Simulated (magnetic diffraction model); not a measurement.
**Moment size from magnetic intensity in Ce4Mn3V4Sb4**

Space group P-4m2 (no. 115), a = 4.1620 Å, c = 19.4420 Å.

```
site  atom    x    y       z
  2g    Ce    0  1/2  0.8720
  2g    Ce    0  1/2  0.3699
  2e    Sb    0    0  0.7542
  2f    Sb  1/2  1/2  0.7505
  1d    Mn    0    0     1/2
  1a    Mn    0    0       0
  1c    Mn  1/2  1/2     1/2
  2g     V    0  1/2  0.5799
  2g     V    0  1/2  0.0743
```

This is a made-up structure (elements placed in a structure type, unrelaxed), so the numbers test the method and describe no known phase.

Only Ce is taken to order (form factors of Ce3+); orders and moment sizes are assumed, and not adapted to the symmetry. Radiation: neutrons of λ = 2.567 Å, 3° to 55°; isotropic B of 0.3 Å² (Ce), 0.3 Å² (Sb), 0.47 Å² (Mn) and 0.38 Å² (V). The intensities are simulated: I ∝ L Σ (|F_N|² + |F_M⊥|²) for unpolarised neutrons, with F_M = 2.695 fm/μB × Σ f(s) S exp(2πi Q·r) exp(−B s²) at Q = H ± k (one set where k and −k are equivalent), only the part normal to Q counting and L = 1/(sin²θ cos θ). For collinear order S is the moment m, which repeats by lattice and centring translations R with the sign exp(−2πi k·R). Form factors are spin-only for 3d ions and dipole or tabulated for f ions, scattering lengths are Sears's of 1992, and absorption is left out. A label names one of the reflections at its angle. The strongest nuclear line in the range is 100, and lines under 0.2 are left out.

In a first state the assumed order is k = (0 0 0), collinear moments along [001], 1.9 μB on Ce; signs + at (0, 1/2, 0.8720), + at (0, 1/2, 0.3699), + at (1/2, 0, 0.6301), + at (1/2, 0, 0.1280), with this pattern:

```tsv
2θ (°)	index	nuclear	magnetic
7.57	(0 0 1)	5.5	0.0
15.17	(0 0 2)	100.0	0.0
22.85	(0 0 3)	0.3	0.0
30.62	(0 0 4)	1.2	0.0
35.92	(1 0 0)	0.4	0.0
36.77	(1 0 1)	0.7	0.0
38.55	(0 0 5)	0.3	0.0
39.20	(1 0 2)	22.7	16.0
43.00	(1 0 3)	0.9	0.0
46.67	(0 0 6)	7.9	0.0
47.91	(1 0 4)	0.5	0.1
51.71	(1 1 0)	0.7	5.3
52.35	(1 1 1)	0.5	0.0
54.22	(1 1 2)	29.4	0.0
```

**Question.** Nearer the ordering temperature the line at 39.20° has total intensity 34.2 on the same scale, and all moments have shrunk alike. How large is the Ce moment?

The nuclear part, 22.7, stays, so the magnetic part is 11.5 against 16.0. It goes as m², so m = 1.9 × √(11.5/16.0) = 1.61 μB; the value used was 1.61 μB.

[Logs are printed without paths, hosts, clocks, repeated set-up lines and the standing remarks that a program may print on its own settings, such as how far it seeks lower states.]
